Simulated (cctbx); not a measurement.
**Gd2SbO2 with cctbx, script by script**

Library: cctbx 2025.11. The data are simulated by the first script.

## 1. Simulate the data

run.py:

```python
from cctbx import adptbx, crystal, miller, sgtbx, xray
from cctbx.array_family import flex
from iotbx.shelx import hklf
from scitbx import matrix
import scitbx.random

cs = crystal.symmetry(unit_cell=(3.854, 3.854, 13.375, 90, 90, 90), space_group_symbol='Hall: -I 4 2')  # I4/mmm
atoms = [  # label, site, U (iso, or U11 U22 U33 U12 U13 U23 in A^2), occupancy
    ("Gd1", (0.5, 0.5, 0.1531), 0.0143, 1),
    ("Sb1", (0, 0, 0), 0.0141, 1),
    ("O1", (0, 0.5, 0.25), 0.0269, 1),
]
xs = xray.structure(crystal_symmetry=cs)
for label, site, u, occ in atoms:
    u = adptbx.u_cif_as_u_star(cs.unit_cell(), u) if isinstance(u, tuple) else u
    xs.add_scatterer(xray.scatterer(label, site=site, u=u, occupancy=occ))
xs.set_inelastic_form_factors(1.54184, "sasaki")
xs.show_summary()
p1 = xs.expand_to_p1()
ms = miller.build_set(p1, anomalous_flag=True, d_min=0.83)
flex.set_random_seed(104330)
scitbx.random.set_random_seed(104330)
ms = ms.select(flex.random_double(ms.size()) < 0.8)
i = ms.structure_factors_from_scatterers(p1, algorithm="direct").f_calc().as_intensity_array().data()
i = i * 40000 / flex.max(i)
sig = flex.sqrt(i + flex.pow2(0.04 * i) + 2 ** 2)
noise = scitbx.random.variate(scitbx.random.normal_distribution())(i.size())
data = ms.array(data=i + sig * noise, sigmas=sig).set_observation_type_xray_intensity()
with open("data.hkl", "w") as f:
    data.export_as_shelx_hklf(f)
print("reflections written:", data.size(), " <I/sigma> = %.1f" % flex.mean(data.data() / data.sigmas()))
for h, a, b in list(data.sort("data"))[:12]:
    print("%4d%4d%4d %9.1f %7.1f" % (h + (a, b)))
```

```console
$ python run.py
```

```text
Number of scatterers: 3
At special positions: 3
Unit cell: (3.854, 3.854, 13.375, 90, 90, 90)
Space group: I 4/m m m (No. 139)
reflections written: 1212  <I/sigma> = 9.9
   0   1  -3   43147.1  1612.5
   1   0  -3   41064.5  1612.5
  -1   0  -3   40150.6  1612.5
   0  -1   3   39378.0  1612.5
   0   1   3   38852.2  1612.5
  -1   0   3   37433.1  1612.5
  -2   0   0   36618.3  1377.3
   1  -1   0   35373.2  1357.2
   0  -2   0   34781.8  1377.3
   2   0   0   33793.0  1377.3
  -1   1   0   33269.5  1357.2
   0   2   0   32920.0  1377.3
```

Run time: 0.23 s on 1 thread of Arm Neoverse V2 (shared host), peak memory 0.07 GiB.

## 2. Refinement (right model, isotropic)

run.py:

```python
import math
from cctbx import adptbx, crystal, maptbx, sgtbx, xray
from cctbx.array_family import flex
from cctbx.xray import observations
from iotbx.shelx import hklf
from scitbx.lstbx import normal_eqns_solving
from smtbx import absolute_structure, utils
from smtbx.refinement import constraints, least_squares

cs = crystal.symmetry(unit_cell=(3.854, 3.854, 13.375, 90, 90, 90), space_group_symbol='Hall: -I 4 2')  # I4/mmm
atoms = [  # label, site, U (iso, or U11 U22 U33 U12 U13 U23 in A^2), occupancy
    ("Gd1", (0.5, 0.5, 0.1544), 0.0200, 1),
    ("Sb1", (0, 0, 0), 0.0200, 1),
    ("O1", (0, 0.5, 0.25), 0.0200, 1),
]
xs = xray.structure(crystal_symmetry=cs)
for label, site, u, occ in atoms:
    u = adptbx.u_cif_as_u_star(cs.unit_cell(), u) if isinstance(u, tuple) else u
    xs.add_scatterer(xray.scatterer(label, site=site, u=u, occupancy=occ))
xs.set_inelastic_form_factors(1.54184, "sasaki")
raw = hklf.reader(file_name="data.hkl").as_miller_arrays(crystal_symmetry=cs, anomalous=True)[0]
merged = raw.eliminate_sys_absent().merge_equivalents()
fo2 = merged.array().set_observation_type_xray_intensity()
print("Rint %.3f, %d unique reflections to %.2f A" % (merged.r_int(), fo2.size(), fo2.d_min()))
for sc in xs.scatterers():
    sc.flags.set_grad_site(True)
    sc.flags.set_grad_u_aniso(sc.flags.use_u_aniso())
    sc.flags.set_grad_u_iso(sc.flags.use_u_iso())
obs = fo2.as_xray_observations()
extra = {}
rep = constraints.reparametrisation(xs, [], utils.connectivity_table(xs), **extra)
ls = least_squares.crystallographic_ls(obs, rep, weighting_scheme=least_squares.mainstream_shelx_weighting(a=0, b=0))
print("cycle     R1     wR2    GooF  max shift (A)")
for cycle in range(8):
    ls.build_up()
    r1, wr2, goof = ls.r1_factor(cutoff_factor=2)[0], ls.wR2(), ls.goof()
    old = xs.sites_cart()
    normal_eqns_solving.levenberg_marquardt_iterations(ls, n_max_iterations=3, tau=1e-06, step_threshold=1e-7)
    big = flex.max((xs.sites_cart() - old).norms())
    print("%4d %7.4f %7.4f %7.3f %9.5f" % (cycle + 1, r1, wr2, goof, big))
    ls.build_up(objective_only=True)
    if abs(ls.wR2() - wr2) < 5e-5 and big < 5e-4:
        break
ls.build_up()
print("final R1 %.4f wR2 %.4f GooF %.3f  parameters %d  data/parameter %.1f" % (ls.r1_factor(cutoff_factor=2)[0], ls.wR2(), ls.goof(), ls.n_parameters, fo2.size() / ls.n_parameters))
cov = ls.covariance_matrix_and_annotations()
su = dict(zip(cov.annotations, (math.sqrt(max(v, 0)) for v in cov.matrix.matrix_packed_u_diagonal())))
a2 = cs.unit_cell().reciprocal_parameters()[0] ** -2
print("atom        x        y        z      Ueq    occ   su(xyz)  su(Uiso or U11)")
for sc in xs.scatterers():
    s = max(su.get(sc.label + k, 0) for k in (".x", ".y", ".z"))
    npd = "" if sc.is_positive_definite_u(cs.unit_cell()) else "  NPD"
    print("%-5s %8.5f %8.5f %8.5f %8.4f %6.3f %8.5f %7.4f%s" % ((sc.label,) + sc.site + (sc.u_iso_or_equiv(cs.unit_cell()), sc.occupancy, s, su.get(sc.label + ".uiso", su.get(sc.label + ".u11", 0) * a2), npd)))
fo = fo2.f_sq_as_f()
fc = fo.structure_factors_from_scatterers(xs, algorithm="direct").f_calc()
diff = fo.f_obs_minus_f_calc(1 / math.sqrt(ls.scale_factor()), fc).average_bijvoet_mates()
m = diff.fft_map(symmetry_flags=maptbx.use_space_group_symmetry, resolution_factor=0.25).apply_volume_scaling()
print("difference map: max %.2f min %.2f rms %.2f" % (m.statistics().max(), m.statistics().min(), m.statistics().sigma()))
peaks = m.peak_search(parameters=maptbx.peak_search_parameters(min_distance_sym_equiv=0.6, max_clusters=6)).all()
near = xs.closest_distances(peaks.sites(), distance_cutoff=4)
sps = cs.special_position_settings(min_distance_sym_equiv=0.5)
for k, (x, h) in enumerate(zip(peaks.sites(), peaks.heights())):
    ss = sps.site_symmetry(x)
    print("Q%-3d %7.4f %7.4f %7.4f %4d %7.2f  %.2f A from %s" % ((k + 1,) + tuple(t % 1 for t in ss.exact_site()) + (ss.multiplicity(), h, near.smallest_distances[k], xs.scatterers()[near.i_seqs[k]].label)))
```

```console
$ python run.py
```

```text
Rint 0.029, 79 unique reflections to 0.83 A
cycle     R1     wR2    GooF  max shift (A)
   1  0.0642  0.1429   7.916   0.01707
   2  0.0068  0.0166   0.922   0.00000
final R1 0.0068 wR2 0.0166 GooF 0.922  parameters 4  data/parameter 19.8
atom        x        y        z      Ueq    occ   su(xyz)  su(Uiso or U11)
Gd1    0.50000  0.50000  0.15312   0.0144  1.000  0.00002  0.0001
Sb1    0.00000  0.00000  0.00000   0.0141  1.000  0.00000  0.0001
O1     0.00000  0.50000  0.25000   0.0264  1.000  0.00000  0.0007
difference map: max 0.30 min -0.27 rms 0.08
Q1    0.0000  0.2451  0.0970   16    0.30  1.61 A from Sb1
Q2    0.0000  0.0000  0.4411    4    0.26  1.26 A from Gd1
Q3    0.0000  0.3051  0.2235   16    0.25  0.83 A from O1
Q4    0.2599  0.2599  0.0342   16    0.22  1.49 A from Sb1
Q5    0.1980  0.1980  0.1783   16    0.22  1.68 A from Gd1
Q6    0.0000  0.0000  0.1064    4    0.20  1.42 A from Sb1
```

Time: 0.38 s.

## 3. Refinement (right model, anisotropic)

run.py, as its changes from the last script of this kind:

```diff
@@ -12,3 +12,3 @@
-    ("Gd1", (0.5, 0.5, 0.1544), 0.0200, 1),
-    ("Sb1", (0, 0, 0), 0.0200, 1),
-    ("O1", (0, 0.5, 0.25), 0.0200, 1),
+    ("Gd1", (0.5, 0.5, 0.15312), 0.0144, 1),
+    ("Sb1", (0, 0, 0), 0.0141, 1),
+    ("O1", (0, 0.5, 0.25), 0.0264, 1),
@@ -20,0 +21 @@
+xs.convert_to_anisotropic()
```

```console
$ python run.py
```

```text
Rint 0.029, 79 unique reflections to 0.83 A
cycle     R1     wR2    GooF  max shift (A)
   1  0.0069  0.0167   0.946   0.00013
   2  0.0067  0.0164   0.930   0.00000
final R1 0.0067 wR2 0.0164 GooF 0.930  parameters 7  data/parameter 11.3
atom        x        y        z      Ueq    occ   su(xyz)  su(Uiso or U11)
Gd1    0.50000  0.50000  0.15313   0.0144  1.000  0.00002  0.0001
Sb1    0.00000  0.00000  0.00000   0.0141  1.000  0.00000  0.0002
O1     0.00000  0.50000  0.25000   0.0267  1.000  0.00000  0.0008
difference map: max 0.30 min -0.26 rms 0.08
Q1    0.0000  0.2474  0.0972   16    0.30  1.61 A from Sb1
Q2    0.0000  0.0000  0.4391    4    0.26  1.23 A from Gd1
Q3    0.0000  0.3048  0.2244   16    0.25  0.83 A from O1
Q4    0.2619  0.2619  0.0348   16    0.23  1.50 A from Sb1
Q5    0.2006  0.2006  0.1784   16    0.21  1.67 A from Gd1
Q6    0.0000  0.3322  0.4185   16    0.20  1.60 A from Gd1
```

Time: 0.37 s.

## 4. Refinement

run.py, as its changes from the last script of this kind:

```diff
@@ -14 +13,0 @@
-    ("O1", (0, 0.5, 0.25), 0.0264, 1),
@@ -35 +34 @@
-for cycle in range(8):
+for cycle in range(12):
```

```console
$ python run.py
```

```text
Rint 0.029, 79 unique reflections to 0.83 A
cycle     R1     wR2    GooF  max shift (A)
   1  0.0890  0.3275  18.258   0.01122
   2  0.0865  0.2911  16.230   0.00004
final R1 0.0864 wR2 0.2911 GooF 16.230  parameters 5  data/parameter 15.8
atom        x        y        z      Ueq    occ   su(xyz)  su(Uiso or U11)
Gd1    0.50000  0.50000  0.15396   0.0094  1.000  0.00039  0.0026
Sb1    0.00000  0.00000  0.00000   0.0103  1.000  0.00000  0.0031
difference map: max 14.56 min -1.12 rms 1.27
Q1    0.0000  0.5000  0.2500    4   14.56  2.32 A from Gd1
Q2    0.0000  0.0000  0.3642    4   10.35  0.24 A from Gd1
Q3    0.0000  0.0000  0.0000    2   10.34  0.00 A from Sb1
Q4    0.0000  0.2021  0.1016   16    0.54  1.57 A from Sb1
Q5    0.0000  0.2233  0.2334   16    0.45  1.74 A from Gd1
Q6    0.1188  0.3329  0.1752   32    0.30  1.63 A from Gd1
```

Time: 0.39 s.

This run holds a fault made on purpose: atom left out: O1.

## 5. Refinement

run.py, as its changes from the last script of this kind:

```diff
@@ -12,2 +12,3 @@
-    ("Gd1", (0.5, 0.5, 0.15312), 0.0144, 1),
-    ("Sb1", (0, 0, 0), 0.0141, 1),
+    ("Sb1", (0.5, 0.5, 0.15312), 0.0144, 1),
+    ("Gd1", (0, 0, 0), 0.0141, 1),
+    ("O1", (0, 0.5, 0.25), 0.0264, 1),
```

```console
$ python run.py
```

```text
Rint 0.029, 79 unique reflections to 0.83 A
cycle     R1     wR2    GooF  max shift (A)
   1  0.0712  0.3042  17.194   0.00265
   2  0.0503  0.1999  11.298   0.00017
   3  0.0495  0.1998  11.292   0.00004
final R1 0.0497 wR2 0.1998 GooF 11.292  parameters 7  data/parameter 11.3
atom        x        y        z      Ueq    occ   su(xyz)  su(Uiso or U11)
Sb1    0.50000  0.50000  0.15331   0.0108  1.000  0.00028  0.0018
Gd1    0.00000  0.00000  0.00000   0.0172  1.000  0.00000  0.0023
O1     0.00000  0.50000  0.25000   0.0210  1.000  0.00000  0.0092
difference map: max 6.45 min -2.39 rms 0.64
Q1    0.0000  0.0000  0.3571    4    6.50  0.14 A from Sb1
Q2    0.0000  0.0000  0.0000    2    1.06  0.00 A from Gd1
Q3    0.0000  0.3309  0.5000    8    0.77  2.03 A from Gd1
Q4    0.0000  0.3264  0.2474   16    0.51  0.67 A from O1
Q5    0.0961  0.0961  0.0884   16    0.50  1.29 A from Gd1
Q6    0.0000  0.2996  0.0311   16    0.48  1.23 A from Gd1
```

Time: 0.44 s.

This run holds a fault made on purpose: elements exchanged: Gd1 is Sb and Sb1 is Gd.

## 6. Refinement

run.py, as its changes from the last script of this kind:

```diff
@@ -12,2 +12,2 @@
-    ("Sb1", (0.5, 0.5, 0.15312), 0.0144, 1),
-    ("Gd1", (0, 0, 0), 0.0141, 1),
+    ("Gd1", (0.5, 0.5, 0.15312), 0.0144, 1),
+    ("Sb1", (0, 0, 0), 0.0141, 1),
@@ -14,0 +15 @@
+    ("O2", (0.588, 0.696, 0.615), 0.0300, 1),
@@ -21 +21,0 @@
-xs.convert_to_anisotropic()
```

```console
$ python run.py
```

```text
Rint 0.029, 79 unique reflections to 0.83 A
cycle     R1     wR2    GooF  max shift (A)
   1  0.4753  0.8040  45.764   0.24690
   2  0.1430  0.3502  19.933   0.88537
   3  0.0564  0.2421  13.779   1.50986
   4  0.0148  0.0967   5.504   0.05874
   5  0.0153  0.0902   5.135   0.00764
   6  0.0382  0.2108  12.002   0.03556
   7  0.0146  0.0937   5.333   0.04979
   8  0.0156  0.0900   5.125   0.01001
   9  0.0381  0.2107  11.995   0.02468
  10  0.0145  0.0937   5.332   0.04803
  11  0.0155  0.0900   5.124   0.01426
  12  0.0381  0.2107  11.992   0.00855
final R1 0.0145 wR2 0.0936 GooF 5.331  parameters 8  data/parameter 9.9
atom        x        y        z      Ueq    occ   su(xyz)  su(Uiso or U11)
Gd1    0.50000  0.50000  0.15313   0.0140  1.000  0.00013  0.0008
Sb1    0.00000  0.00000  0.00000   0.0137  1.000  0.00000  0.0009
O1     0.00000  0.50000  0.25000   0.0256  1.000  0.00000  0.0038
O2     0.81163  0.31000  0.61950   0.9889  1.000  0.22610  0.0511
difference map: max 1.57 min -0.51 rms 0.25
Q1    0.0000  0.0000  0.0000    2    1.57  0.00 A from Sb1
Q2    0.0000  0.0000  0.3424    4    1.07  0.06 A from Gd1
Q3    0.0000  0.3070  0.2305   16    0.51  0.79 A from O1
Q4    0.2586  0.2586  0.0244   16    0.44  1.32 A from O2
Q5    0.0000  0.0000  0.4559    4    0.39  1.46 A from Gd1
Q6    0.0000  0.2774  0.5000    8    0.38  1.76 A from O2
```

Run time: 0.91 s on 1 thread of Arm Neoverse V2, with other jobs on the host, peak memory 0.09 GiB.

This run holds a fault made on purpose: spurious atom: O2.

[Logs are printed without paths, hosts, clocks, repeated set-up lines and the standing remarks that a program may print on its own settings, such as how far it seeks lower states.]
